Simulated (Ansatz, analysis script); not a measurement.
**CuF2: which texture of moments is lowest**

Wanted: the lowest arrangement of moments that fits this cell of CuF2.

Calculated with Ansatz 0.2.0; PBEsol with U = 6 eV on Cu d (ortho-atomic projectors), PAW set soft_1 (files made for PBE).

This is a report of a sequence of runs, with most program output left out.

## (1) Starting point

The structure is monoclinic, space group P2_1/c (No. 14). Conventional cell: a = 3.320 Å, b = 4.540 Å, c = 5.343 Å, α = 90.00°, β = 121.44°, γ = 90.00°. Nearest to Cu lie 6 F at 1.91 to 2.31 Å. F has 3 Cu at 1.91 to 2.31 Å nearest. Farther neighbours and most contacts between anions are not listed.

Coordinates:

```cif
data_structure
_symmetry_space_group_name_H-M 'P 1'
_symmetry_Int_Tables_number 1
_cell_length_a 5.3433
_cell_length_b 5.6244
_cell_length_c 5.6244
_cell_angle_alpha 107.646
_cell_angle_beta 107.931
_cell_angle_gamma 107.931
_cell_volume 137.43
loop_
_atom_site_label
_atom_site_type_symbol
_atom_site_fract_x
_atom_site_fract_y
_atom_site_fract_z
_atom_site_occupancy
Cu1 Cu 0.00000 0.50000 0.50000 1
Cu2 Cu 0.00000 0.00000 0.00000 1
Cu3 Cu 0.50000 0.25000 0.75000 1
Cu4 Cu 0.50000 0.75000 0.25000 1
F5 F 0.70000 0.22200 0.52200 1
F6 F 0.70000 0.72200 0.02200 1
F7 F 0.80000 0.72800 0.52800 1
F8 F 0.80000 0.22800 0.02800 1
F9 F 0.30000 0.77800 0.47800 1
F10 F 0.30000 0.27800 0.97800 1
F11 F 0.20000 0.27200 0.47200 1
F12 F 0.20000 0.77200 0.97200 1
```

The cell of this run holds 12 atoms, 4 of them with a starting moment; values «a cell» refer to the cell of the run in question.

## (2) The collinear state

The work starts on two spin channels, which tell the size of the moments.

The input, input.yaml:

```yaml
crystal:
  lattice:
    - [2.7868682953, 0.0, -4.5589330534]
    - [-3.32, -4.54, 0.0]
    - [-3.32, 4.54, 0.0]
  atoms:
    - { symbol: Cu, position: [0.0, 0.5, 0.5], spin: 1.0 }
    - { symbol: Cu, position: [0.0, 0.0, 0.0], spin: 1.0 }
    - { symbol: Cu, position: [0.5, 0.25, 0.75], spin: 1.0 }
    - { symbol: Cu, position: [0.5, 0.75, 0.25], spin: 1.0 }
    - { symbol: F, position: [0.7, 0.222, 0.522] }
    - { symbol: F, position: [0.7, 0.722, 0.022] }
    - { symbol: F, position: [0.8, 0.728, 0.528] }
    - { symbol: F, position: [0.8, 0.228, 0.028] }
    - { symbol: F, position: [0.3, 0.778, 0.478] }
    - { symbol: F, position: [0.3, 0.278, 0.978] }
    - { symbol: F, position: [0.2, 0.272, 0.472] }
    - { symbol: F, position: [0.2, 0.772, 0.972] }
magnetization:
  spin_polarized: true
kpoints:
  mp_grid: { grid: [6, 6, 6] }
hamiltonian:
  xc: pbesol
  hubbard:
    projectors: ortho-atomic
    sites: [{ species: Cu, l: d, u_eff: 6.0 }]
  pseudopotentials: { kind: paw, azcp: { folder: soft_1 }, xc_functional: pbe }
scf:
  occupations: { method: fermi_dirac, width: 0.05 }
  max_iter: 120
  convergence: { dr2_threshold: 1.0e-08 }
output:
  write_density: true
  write_potential: true
  elf: true
  volumetric_format: npy
```

Launch:

```bash
ansatz run input.yaml --threads 2 --pin off --max-ram 5632MiB --backend cpu --events-out ev --progress --plain --runs-dir out
```

Run time: 2.3 min. Hardware: 2 threads of Arm Neoverse V2, shared host; peak memory 1.9 GiB; 4.5 min of CPU time.

Spin moment in the atom's sphere by atom:

| atom | spin moment in the atom's sphere (μB) |
| --- | --- |
| Cu1 | 0.785 |
| Cu2 | 0.785 |
| Cu3 | 0.785 |
| Cu4 | 0.785 |
| F5 | 0.095 |
| F6 | 0.095 |
| F7 | 0.095 |
| F8 | 0.095 |
| F9 | 0.095 |
| F10 | 0.095 |
| F11 | 0.095 |
| F12 | 0.095 |

Tables count atoms from 1; parts of the log count from 0.

The run ends ferromagnetic, with a net moment of 4 μB a cell. Only this order was typed.

Spin density in the ac plane at fractional y = 0.250, with atoms of Cu and F within 0.2 Å of it.

Ten even steps from '_' (0.0 e/Å³) to '@' (2.7 e/Å³), each cell a mean:
```
______________________________
______________________________
____________..====..__________
____________::@@##____________
____________::==--____________
______________________________
______________________________
______________________________
______________________________
______________________________
______________________________
______________________________
______________________________
______________________________
______________________________
```
Columns run along a (5.3 Å), rows up along c (5.6 Å). Atoms in or near the plane, at fractional coordinates: Cu at (0.50, 0.75), F at (0.70, 0.52), F at (0.80, 0.03), F at (0.30, 0.98), F at (0.20, 0.47).

Valence density in the ac plane at fractional y = 0.250, with atoms of Cu and F within 0.2 Å of it. It is the smooth field of the valence electrons, not physical close to the nuclei.

Ten steps, logarithmic in the rise over the least value, from '_' (0 e/Å³) to '@' (51 e/Å³), each cell a mean:
```
____::++**++::..__..::====::__
____::====--..::--::......____
____........==####==..________
__________::##@@@@==..________
__________::**%%**::......____
____........----::::====--..__
__..--==--....__..--****==..__
..--****==..____..==**++::____
..--++++--______..::--::..____
..::--::..____________________
____..________________________
__________________________..__
______________________::----..
______..::--..______..==**++::
____..--++++--______--++**++::
```
Columns run along a (5.3 Å), rows up along c (5.6 Å). Atoms in or near the plane, at fractional coordinates: Cu at (0.50, 0.75), F at (0.70, 0.52), F at (0.80, 0.03), F at (0.30, 0.98), F at (0.20, 0.47).

ELF in the ac plane at fractional y = 0.250, with atoms of Cu and F within 0.2 Å of it. It is the smooth field of the valence electrons, not physical close to the nuclei.

Ten even steps from '_' (0.01) to '@' (0.80), each cell a mean:
```
__::%%@@##@@##::..::##@@@@@@==
__==@@@@@@%%::......--****==__
__--**##**::..----......______
____........--%%**::........__
______......::==::..==####++..
__::++**++........++@@@@@@##..
..##@@@@@@++....==@@%%%%@@**__
==@@%%##@@**....##@@%%@@%%::__
++@@%%@@@@++__..**@@@@##--____
==%%@@@@**..____--++==::______
..--==--..____________________
______________________::====::
::____..--++++::____==%%@@@@##
::__..++%%@@%%==__..%%@@%%@@%%
....++@@%%@@@@==__--@@%%##@@%%
```
Columns run along a (5.3 Å), rows up along c (5.6 Å). Atoms in or near the plane, at fractional coordinates: Cu at (0.50, 0.75), F at (0.70, 0.52), F at (0.80, 0.03), F at (0.30, 0.98), F at (0.20, 0.47).

The runs on spinors take the mesh 5×5×5.

Signs and angles in the names of the patterns follow the order of the magnetic atoms in the input, which need not be their order in space.

In the spinor runs that follow the search for lower states is off.

## (3) Start: ferro

The parallel pattern comes first.

The input, input.yaml:

```yaml
crystal:
  lattice:
    - [2.7868682953, 0.0, -4.5589330534]
    - [-3.32, -4.54, 0.0]
    - [-3.32, 4.54, 0.0]
  atoms:
    - { symbol: Cu, position: [0.0, 0.5, 0.5], spin: 0.78, spin_axis: [0.0, 0.0, 1.0] }
    - { symbol: Cu, position: [0.0, 0.0, 0.0], spin: 0.78, spin_axis: [0.0, 0.0, 1.0] }
    - { symbol: Cu, position: [0.5, 0.25, 0.75], spin: 0.78, spin_axis: [0.0, 0.0, 1.0] }
    - { symbol: Cu, position: [0.5, 0.75, 0.25], spin: 0.78, spin_axis: [0.0, 0.0, 1.0] }
    - { symbol: F, position: [0.7, 0.222, 0.522] }
    - { symbol: F, position: [0.7, 0.722, 0.022] }
    - { symbol: F, position: [0.8, 0.728, 0.528] }
    - { symbol: F, position: [0.8, 0.228, 0.028] }
    - { symbol: F, position: [0.3, 0.778, 0.478] }
    - { symbol: F, position: [0.3, 0.278, 0.978] }
    - { symbol: F, position: [0.2, 0.272, 0.472] }
    - { symbol: F, position: [0.2, 0.772, 0.972] }
kpoints:
  mp_grid: { grid: [5, 5, 5] }
hamiltonian:
  xc: pbesol
  hubbard:
    projectors: ortho-atomic
    sites: [{ species: Cu, l: d, u_eff: 6.0 }]
  pseudopotentials: { kind: paw, azcp: { folder: soft_1 }, xc_functional: pbe }
scf:
  occupations: { method: fermi_dirac, width: 0.05 }
  max_iter: 120
  convergence: { dr2_threshold: 1.0e-08 }
  lower_state_search: "off"
basis:
  ecutwfc: 420.0
magnetization:
  noncollinear: true
```

Wall time 2.7 min (2 threads); peak memory 1.7 GiB.

It ends ferromagnetic; the largest site carries 0.785 μB.

Spin moment in the atom's sphere by atom:

```
atom  x (μB)  y (μB)  z (μB)   size
 Cu1   0.000   0.000   0.785  0.785
 Cu2   0.000   0.000   0.785  0.785
 Cu3   0.000   0.000   0.785  0.785
 Cu4   0.000   0.000   0.785  0.785
  F5   0.000   0.000   0.095  0.095
  F6   0.000   0.000   0.095  0.095
  F7   0.000   0.000   0.095  0.095
  F8   0.000   0.000   0.095  0.095
  F9   0.000   0.000   0.095  0.095
 F10   0.000   0.000   0.095  0.095
 F11   0.000   0.000   0.095  0.095
 F12   0.000   0.000   0.095  0.095
```

## (4) Start: random 1

Random directions favour no pattern, so the moments can find one that was not thought of.

input.yaml, the sections that differ from step 3:

```yaml
crystal:
  lattice:
    - [2.7868682953, 0.0, -4.5589330534]
    - [-3.32, -4.54, 0.0]
    - [-3.32, 4.54, 0.0]
  atoms:
    - { symbol: Cu, position: [0.0, 0.5, 0.5], spin: 0.78, spin_axis: [-0.550272, 0.698188, -0.457966] }
    - { symbol: Cu, position: [0.0, 0.0, 0.0], spin: 0.78, spin_axis: [-0.979599, 0.090838, 0.179259] }
    - { symbol: Cu, position: [0.5, 0.25, 0.75], spin: 0.78, spin_axis: [0.546174, -0.831007, 0.105456] }
    - { symbol: Cu, position: [0.5, 0.75, 0.25], spin: 0.78, spin_axis: [-0.906576, 0.314234, 0.281739] }
    - { symbol: F, position: [0.7, 0.222, 0.522] }
    - { symbol: F, position: [0.7, 0.722, 0.022] }
    - { symbol: F, position: [0.8, 0.728, 0.528] }
    - { symbol: F, position: [0.8, 0.228, 0.028] }
    - { symbol: F, position: [0.3, 0.778, 0.478] }
    - { symbol: F, position: [0.3, 0.278, 0.978] }
    - { symbol: F, position: [0.2, 0.272, 0.472] }
    - { symbol: F, position: [0.2, 0.772, 0.972] }
output:
  write_density: true
  write_potential: true
  elf: true
  volumetric_format: npy
# kpoints, hamiltonian, scf, basis, magnetization: as in step 3
```

It took 34 min on 2 threads; peak memory 4.1 GiB.

It ends antiferromagnetic; the largest site carries 0.763 μB.

Spin moment in the atom's sphere by atom:

```
atom  x (μB)  y (μB)  z (μB)   size
 Cu1  -0.310   0.514  -0.471  0.763
 Cu2  -0.310   0.514  -0.471  0.763
 Cu3   0.310  -0.514   0.471  0.763
 Cu4   0.310  -0.514   0.471  0.763
  F5   0.000   0.001   0.000  0.001
  F6   0.000   0.001   0.000  0.001
  F7   0.000  -0.001   0.000  0.001
  F8   0.000  -0.001   0.000  0.001
  F9   0.000   0.001   0.000  0.001
 F10   0.000   0.001   0.000  0.001
 F11   0.000  -0.001   0.000  0.001
 F12   0.000  -0.001   0.000  0.001
```

## (5) Start: tetrahedral

input.yaml, the sections that differ from step 4:

```yaml
crystal:
  lattice:
    - [2.7868682953, 0.0, -4.5589330534]
    - [-3.32, -4.54, 0.0]
    - [-3.32, 4.54, 0.0]
  atoms:
    - { symbol: Cu, position: [0.0, 0.5, 0.5], spin: 0.78, spin_axis: [0.57735, 0.57735, 0.57735] }
    - { symbol: Cu, position: [0.0, 0.0, 0.0], spin: 0.78, spin_axis: [0.57735, -0.57735, -0.57735] }
    - { symbol: Cu, position: [0.5, 0.25, 0.75], spin: 0.78, spin_axis: [-0.57735, 0.57735, -0.57735] }
    - { symbol: Cu, position: [0.5, 0.75, 0.25], spin: 0.78, spin_axis: [-0.57735, -0.57735, 0.57735] }
    - { symbol: F, position: [0.7, 0.222, 0.522] }
    - { symbol: F, position: [0.7, 0.722, 0.022] }
    - { symbol: F, position: [0.8, 0.728, 0.528] }
    - { symbol: F, position: [0.8, 0.228, 0.028] }
    - { symbol: F, position: [0.3, 0.778, 0.478] }
    - { symbol: F, position: [0.3, 0.278, 0.978] }
    - { symbol: F, position: [0.2, 0.272, 0.472] }
    - { symbol: F, position: [0.2, 0.772, 0.972] }
# kpoints, hamiltonian, scf, basis, magnetization: as in step 4
# output: removed
```

The job ended after 18 min (2 threads; peak memory 2.8 GiB; 35 min of CPU time).

It ends antiferromagnetic; the largest site carries 0.763 μB.

Spin moment in the atom's sphere by atom:

| atom | x (μB) | y (μB) | z (μB) | size |
| --- | --- | --- | --- | --- |
| Cu1 | 0.763 | 0.000 | 0.000 | 0.763 |
| Cu2 | 0.763 | 0.000 | 0.000 | 0.763 |
| Cu3 | -0.763 | 0.000 | 0.000 | 0.763 |
| Cu4 | -0.763 | 0.000 | 0.000 | 0.763 |
| F5 | 0.001 | 0.000 | 0.000 | 0.001 |
| F6 | 0.001 | 0.000 | 0.000 | 0.001 |
| F7 | -0.001 | 0.000 | 0.000 | 0.001 |
| F8 | -0.001 | 0.000 | 0.000 | 0.001 |
| F9 | 0.001 | 0.000 | 0.000 | 0.001 |
| F10 | 0.001 | 0.000 | 0.000 | 0.001 |
| F11 | -0.001 | 0.000 | 0.000 | 0.001 |
| F12 | -0.001 | 0.000 | 0.000 | 0.001 |

## (6) Start: collinear ++--

input.yaml, the sections that differ from step 5:

```yaml
crystal:
  lattice:
    - [2.7868682953, 0.0, -4.5589330534]
    - [-3.32, -4.54, 0.0]
    - [-3.32, 4.54, 0.0]
  atoms:
    - { symbol: Cu, position: [0.0, 0.5, 0.5], spin: 0.78, spin_axis: [0.0, 0.0, 1.0] }
    - { symbol: Cu, position: [0.0, 0.0, 0.0], spin: 0.78, spin_axis: [0.0, 0.0, 1.0] }
    - { symbol: Cu, position: [0.5, 0.25, 0.75], spin: 0.78, spin_axis: [0.0, 0.0, -1.0] }
    - { symbol: Cu, position: [0.5, 0.75, 0.25], spin: 0.78, spin_axis: [0.0, 0.0, -1.0] }
    - { symbol: F, position: [0.7, 0.222, 0.522] }
    - { symbol: F, position: [0.7, 0.722, 0.022] }
    - { symbol: F, position: [0.8, 0.728, 0.528] }
    - { symbol: F, position: [0.8, 0.228, 0.028] }
    - { symbol: F, position: [0.3, 0.778, 0.478] }
    - { symbol: F, position: [0.3, 0.278, 0.978] }
    - { symbol: F, position: [0.2, 0.272, 0.472] }
    - { symbol: F, position: [0.2, 0.772, 0.972] }
# kpoints, hamiltonian, scf, basis, magnetization: as in step 5
```

Run time: 2.5 min. Hardware: 2 threads; peak memory 1.8 GiB.

It ends antiferromagnetic; the largest site carries 0.763 μB.

Spin moment in the atom's sphere by atom:

```csv
atom,x (μB),y (μB),z (μB),size
Cu1,0.000,0.000,0.763,0.763
Cu2,0.000,0.000,0.763,0.763
Cu3,0.000,0.000,-0.763,0.763
Cu4,0.000,0.000,-0.763,0.763
F5,0.000,0.000,0.001,0.001
F6,0.000,0.000,0.001,0.001
F7,0.000,0.000,-0.001,0.001
F8,0.000,0.000,-0.001,0.001
F9,0.000,0.000,0.001,0.001
F10,0.000,0.000,0.001,0.001
F11,0.000,0.000,-0.001,0.001
F12,0.000,0.000,-0.001,0.001
```

## (7) Start: 90 degrees in a plane

input.yaml, the sections that differ from step 6:

```yaml
crystal:
  lattice:
    - [2.7868682953, 0.0, -4.5589330534]
    - [-3.32, -4.54, 0.0]
    - [-3.32, 4.54, 0.0]
  atoms:
    - { symbol: Cu, position: [0.0, 0.5, 0.5], spin: 0.78, spin_axis: [1.0, 0.0, 0.0] }
    - { symbol: Cu, position: [0.0, 0.0, 0.0], spin: 0.78, spin_axis: [0.0, 1.0, 0.0] }
    - { symbol: Cu, position: [0.5, 0.25, 0.75], spin: 0.78, spin_axis: [-1.0, 0.0, 0.0] }
    - { symbol: Cu, position: [0.5, 0.75, 0.25], spin: 0.78, spin_axis: [0.0, -1.0, 0.0] }
    - { symbol: F, position: [0.7, 0.222, 0.522] }
    - { symbol: F, position: [0.7, 0.722, 0.022] }
    - { symbol: F, position: [0.8, 0.728, 0.528] }
    - { symbol: F, position: [0.8, 0.228, 0.028] }
    - { symbol: F, position: [0.3, 0.778, 0.478] }
    - { symbol: F, position: [0.3, 0.278, 0.978] }
    - { symbol: F, position: [0.2, 0.272, 0.472] }
    - { symbol: F, position: [0.2, 0.772, 0.972] }
# kpoints, hamiltonian, scf, basis, magnetization: as in step 6
```

Wall time 21 min (2 threads); peak memory 4.1 GiB; 43 min of CPU time.

It ends antiferromagnetic; the largest site carries 0.763 μB.

## (8) Start: random 2

input.yaml, the sections that differ from step 7:

```yaml
crystal:
  lattice:
    - [2.7868682953, 0.0, -4.5589330534]
    - [-3.32, -4.54, 0.0]
    - [-3.32, 4.54, 0.0]
  atoms:
    - { symbol: Cu, position: [0.0, 0.5, 0.5], spin: 0.78, spin_axis: [0.960231, 0.27866, -0.017459] }
    - { symbol: Cu, position: [0.0, 0.0, 0.0], spin: 0.78, spin_axis: [0.436084, -0.505764, -0.744335] }
    - { symbol: Cu, position: [0.5, 0.25, 0.75], spin: 0.78, spin_axis: [0.811748, 0.419879, 0.405915] }
    - { symbol: Cu, position: [0.5, 0.75, 0.25], spin: 0.78, spin_axis: [-0.416226, 0.853105, -0.314591] }
    - { symbol: F, position: [0.7, 0.222, 0.522] }
    - { symbol: F, position: [0.7, 0.722, 0.022] }
    - { symbol: F, position: [0.8, 0.728, 0.528] }
    - { symbol: F, position: [0.8, 0.228, 0.028] }
    - { symbol: F, position: [0.3, 0.778, 0.478] }
    - { symbol: F, position: [0.3, 0.278, 0.978] }
    - { symbol: F, position: [0.2, 0.272, 0.472] }
    - { symbol: F, position: [0.2, 0.772, 0.972] }
# kpoints, hamiltonian, scf, basis, magnetization: as in step 7
```

Run time: 24 min. Hardware: 2 threads; peak memory 4.1 GiB; 47 min of CPU time.

It ends antiferromagnetic; the largest site carries 0.763 μB.

## (9) The textures side by side

The last two columns average e·e over the pairs of the two nearest shells of magnetic atoms: 1 is parallel, −1 opposed.

The states reached:

```
                start        final state  energy (meV/magnetic atom)  net moment (μB/cell)  mean moment (μB)  least moment (μB)  typed angles to the first (deg)  final angles to the first (deg)  triple product of the first three  mean cosine, nearest magnetic neighbours  second shell
                ferro      ferromagnetic                       25.07                     4             0.785              0.785                            0 0 0                            0 0 0                                  0                                         1             1
             random 1  antiferromagnetic                           0               4.00e-4            0.7627             0.7627                        59 158 54                        0 180 180                                  0                                         1            -1
          tetrahedral  antiferromagnetic                           0               1.00e-4            0.7627             0.7627                      109 109 109                        0 180 180                                  0                                         1            -1
       collinear ++--  antiferromagnetic                           0                     0            0.7627             0.7627                        0 180 180                        0 180 180                                  0                                         1            -1
90 degrees in a plane  antiferromagnetic                           0               4.00e-4            0.7627             0.7627                        90 180 90                        0 180 180                                  0                                         1            -1
             random 2  antiferromagnetic                           0               1.00e-4            0.7627             0.7627                         73 27 99                        0 180 180                                  0                                         1            -1
```

## (10) Summary of results

```json
{
 "lowest state found": "antiferromagnetic",
 "mean cosine between nearest magnetic neighbours there": "1.0",
 "net moment of the lowest state": "4.0e-4 μB a cell",
 "mean moment in the lowest state": "0.763 μB"
}
```

What this shows: The lowest state found is antiferromagnetic, reached from the start «random 1», 25.1 meV a magnetic atom under the next one (ferromagnetic). 5 of the 6 converged starts end within 0.1 meV of the lowest. 4 starts left the typed angles, so their energies belong to the state reached. Without spin–orbit coupling only the angles between moments count. Under a U each start can settle in its own orbital filling, which enters the ranking. Only the listed patterns were tried. The 6 spinor runs took 1.7 h of wall time, added up.

[Logs and program files are shortened in this print: banners, set-up blocks, solver, clock and traceback lines can be left out without a mark of their own.]

[Logs are printed without paths, hosts, clocks, repeated set-up lines and the standing remarks that a program may print on its own settings, such as how far it seeks lower states.]

[Hosts, paths, dates, database ids (printed as entryN), source tags and the programs' standing remarks are cut or masked in the printed files.]
